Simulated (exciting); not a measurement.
**I L₃-edge absorption of Ca2AsI, all-electron BSE**

Aim: the I L₃ absorption edge of Ca2AsI with the electron–hole interaction treated explicitly, and what each term of the kernel does.

Method: X-ray absorption, core-level Bethe-Salpeter equation, exchange and statically screened direct term, Tamm-Dancoff, all-electron LAPW+lo LDA, in exciting sodium.

### Step 1. Set-up

It takes space group R-3m (No. 166, trigonal). Conventional cell: a = 4.397 Å, b = 4.397 Å, c = 22.290 Å, α = 90.00°, β = 90.00°, γ = 120.00°. Nearest to I lie 6 Ca at 3.41 Å. Nearest to As lie 6 Ca at 2.92 Å. Nearest to Ca lie 3 As at 2.92 Å and 3 I at 3.41 Å. Farther neighbours and most contacts between anions are not listed.

Structure file:

```xyz
4
Lattice="2.1985 1.2693 7.4300 -2.1985 1.2693 7.4300 0.0000 -2.5386 7.4300" Properties=species:S:1:pos:R:3 pbc="T T T"
I     0.0000    0.0000    0.0000
As    0.0000    0.0000   11.1450
Ca    0.0000    0.0000   17.1343
Ca    0.0000    0.0000    5.1557
```

Differences between curves are given as r.m.s. difference over r.m.s. height.

### Step 2. Ground state

The species files are the program's own, with muffin-tin radii set in the input.

Input file input.xml:

```
<input>
  <title>Ca2AsI</title>
  <structure speciespath="." autormt="false" epslat="1.0e-5">
    <crystal>
      <basevect>4.1545628842 2.3986379995 14.0406651034</basevect>
      <basevect>-4.1545628842 2.3986379995 14.0406651034</basevect>
      <basevect>0.0000000000 -4.7972759991 14.0406651034</basevect>
    </crystal>
    <species speciesfile="I.xml" rmt="2.300">
      <atom coord="0.0000000000 0.0000000000 0.0000000000"/>
    </species>
    <species speciesfile="As.xml" rmt="2.300">
      <atom coord="0.5000000000 0.5000000000 0.5000000000"/>
    </species>
    <species speciesfile="Ca.xml" rmt="2.464">
      <atom coord="0.7687000000 0.7687000000 0.7687000000"/>
      <atom coord="0.2313000000 0.2313000000 0.2313000000"/>
    </species>
  </structure>
  <groundstate do="fromscratch" xctype="LDA_PW" ngridk="3 3 3" rgkmax="7" gmaxvr="14" nempty="8" swidth="0.001" maxscl="100" epsengy="1e-5"/>
</input>
```

Run with:

```bash
OMP_NUM_THREADS=1 mpirun -n 4 exciting
```

Log:

```text
EXCITING SODIUM started
********************************************************************************
* Ground-state run starting from atomic densities                              *
********************************************************************************
+ Starting initialization                                                      +
 Lattice vectors (cartesian) :
      4.1545628842      2.3986379995     14.0406651034
     -4.1545628842      2.3986379995     14.0406651034
      0.0000000000     -4.7972759991     14.0406651034
 Reciprocal lattice vectors (cartesian) :
      0.7561788667      0.4365800723      0.1491663740
     -0.7561788667      0.4365800723      0.1491663740
      0.0000000000     -0.8731601445      0.1491663740
 Unit cell volume                           :     839.5159999379
 Brillouin zone volume                      :       0.2954681191
 Species :    1 (I)
     parameters loaded from                 :    I.xml
     name                                   :    iodine
     nuclear charge                         :     -53.00000000
     electronic charge                      :      53.00000000
     atomic mass                            :  231332.69700000
     muffin-tin radius                      :       2.30000000
     # of radial points in muffin-tin       :     400
     atomic positions (lattice) :
       1 :   0.00000000  0.00000000  0.00000000
 Species :    2 (As)
     parameters loaded from                 :    As.xml
     name                                   :    arsenic
     nuclear charge                         :     -33.00000000
     electronic charge                      :      33.00000000
     atomic mass                            :  136573.72190000
     muffin-tin radius                      :       2.30000000
     # of radial points in muffin-tin       :     350
     atomic positions (lattice) :
       1 :   0.50000000  0.50000000  0.50000000
 Species :    3 (Ca)
     parameters loaded from                 :    Ca.xml
     name                                   :    calcium
     nuclear charge                         :     -20.00000000
     electronic charge                      :      20.00000000
     atomic mass                            :   73057.72470000
     muffin-tin radius                      :       2.46400000
     # of radial points in muffin-tin       :     350
     atomic positions (lattice) :
       1 :   0.76870000  0.76870000  0.76870000
       2 :   0.23130000  0.23130000  0.23130000
 Total number of atoms per unit cell        :       4
 Spin treatment                             :    spin-unpolarised
 Number of Bravais lattice symmetries       :      12
 Number of crystal symmetries               :      12
 k-point grid                               :       3    3    3
 Total number of k-points                   :       6
 k-point set is reduced with crystal symmetries
 R^MT_min * |G+k|_max (rgkmax)              :       7.00000000
 Species with R^MT_min                      :       1 (I)
 Maximum |G+k| for APW functions            :       3.04347826
 Maximum |G| for potential and density      :      14.00000000
 G-vector grid sizes                        :      72    72    72
 Total number of G-vectors                  :   38913
 Maximum angular momentum used for
     APW functions                          :       8
     computing H and O matrix elements      :       8
     potential and density                  :       8
     inner part of muffin-tin               :       2
 Total nuclear charge                       :    -126.00000000
 Total electronic charge                    :     126.00000000
 Total core charge                          :      74.00000000
 Total valence charge                       :      52.00000000
 Number of empty states                     :       8
 Total number of valence states             :      35
 Maximum Hamiltonian size                   :     449
 Maximum number of plane-waves              :     405
 Total number of local-orbitals             :      44
 Exchange-correlation type                  :       3
     Perdew-Wang, Phys. Rev. B 45, 13244 (1992)
 Smearing scheme                            :    Gaussian
 Smearing width                             :       0.00100000
 Using multisecant Broyden potential mixing
+ Ending initialization                                                        +
********************************************************************************
* Groundstate module started                                                   *
********************************************************************************
 Output level for this task is set to normal
+ Self-consistent loop started                                                 +
 Density and potential initialised from atomic data
+ SCF iteration number :    1                                                  +
 Total energy                               :    -10731.16769233
 _______________________________________________________________
 Fermi energy                               :         0.13509005
 Kinetic energy                             :     11210.41353266
 Coulomb energy                             :    -21615.81006170
 Exchange energy                            :      -314.48480233
 Correlation energy                         :       -11.28636095
 DOS at Fermi energy (states/Ha/cell)       :         0.00000000
 Electron charges :
     core                                   :        74.00000000
     core leakage                           :         0.00148426
     valence                                :        52.00000000
     interstitial                           :         8.03768618
     charge in muffin-tin spheres :
                  atom     1     I          :        49.86320975
                  atom     2    As          :        31.73227475
                  atom     3    Ca          :        18.18341466
                  atom     4    Ca          :        18.18341466
     total charge in muffin-tins            :       117.96231382
     total charge                           :       126.00000000
 Estimated fundamental gap                  :         0.08112223
        valence-band maximum at    1      0.0000  0.0000  0.0000
     conduction-band minimum at    6      0.6667  0.3333  0.3333
[... further iterations ...]
| Convergence targets achieved. Performing final SCF iteration                 +
 Total energy                               :    -10729.12715981
 _______________________________________________________________
 Fermi energy                               :         0.16222498
 Kinetic energy                             :     11212.45321290
 Coulomb energy                             :    -21615.87858663
 Exchange energy                            :      -314.41975502
 Correlation energy                         :       -11.28203106
 DOS at Fermi energy (states/Ha/cell)       :         0.00000000
 Electron charges :
     core                                   :        74.00000000
     core leakage                           :         0.00147660
     valence                                :        52.00000000
     interstitial                           :         8.22588767
     charge in muffin-tin spheres :
                  atom     1     I          :        49.98143190
                  atom     2    As          :        31.32233731
                  atom     3    Ca          :        18.23517156
                  atom     4    Ca          :        18.23517156
     total charge in muffin-tins            :       117.77411233
     total charge                           :       126.00000000
 Estimated fundamental gap                  :         0.06323497
        valence-band maximum at    1      0.0000  0.0000  0.0000
     conduction-band minimum at    6      0.6667  0.3333  0.3333
+ Self-consistent loop stopped                                                 +
 STATE.OUT is written
********************************************************************************
* Groundstate module stopped                                                   *
********************************************************************************
 Total time spent (seconds)                 :        56.85
- CAUTION! Warnings have been written in file WARNING.OUT !                    -
| EXCITING SODIUM stopped                                                      =
```

Wall time 58 s (4 MPI ranks of Arm Neoverse V1, shared host).

The warnings file holds hints only, no warning.

The mesh shows a gap of 1.72 eV. Core levels (Dirac, from the valence top):

```
atom  level  energy (eV)
   I  2s1/2      -5081.4
   I  2p1/2      -4769.7
   I  2p3/2      -4471.4
   I  3s1/2      -1021.2
   I  3p1/2       -892.1
   I  3p3/2       -836.0
   I  3d3/2       -607.7
   I  3d5/2       -595.9
   I  4s1/2       -175.1
   I  4p1/2       -130.0
   I  4p3/2       -118.9
```

### Step 3. A richer basis for the empty states

Each species file gets more local orbitals, built from u and its energy derivative at 0.15 Ha and u at 0.9 Ha.

input.xml is that of step 2.

Input file SPECIES.xml, added lines:

```
<lo l="L">  <!-- L = 0, 1, 2 -->
  <wf matchingOrder="0" trialEnergy="0.1500" searchE="false"/>
  <wf matchingOrder="1" trialEnergy="0.1500" searchE="false"/>
  <wf matchingOrder="0" trialEnergy="0.9000" searchE="false"/>
</lo>
```

Run with:

```bash
OMP_NUM_THREADS=1 mpirun -n 4 exciting
```

Log:

```text
EXCITING SODIUM started
********************************************************************************
* Ground-state run starting from atomic densities                              *
********************************************************************************
+ Starting initialization                                                      +
[... lattice and species ...]
 Spin treatment                             :    spin-unpolarised
 Number of Bravais lattice symmetries       :      12
[...]
+ Self-consistent loop stopped                                                 +
 STATE.OUT is written
********************************************************************************
* Groundstate module stopped                                                   *
********************************************************************************
 Total time spent (seconds)                 :        38.51
- CAUTION! Warnings have been written in file WARNING.OUT !                    -
| EXCITING SODIUM stopped                                                      =
[key lines of the parts left out:]
Total energy                               :    -10729.12813058
Fermi energy                               :         0.16223956
```

Run time: 40 s. Hardware: 4 MPI ranks.

Against the first ground state the total energy moves by -7 meV an atom and the gap by 0.00 eV.

(Part 1 of 3 ends here.)

[Banner, clock and machine lines of the logs are left out without a mark of their own.]

[Logs are printed without paths, hosts, clocks, repeated set-up lines and the standing remarks that a program may print on its own settings, such as how far it seeks lower states.]

[Hosts, paths, dates, database ids (printed as entryN), source tags and the programs' standing remarks are cut or masked in the printed files.]
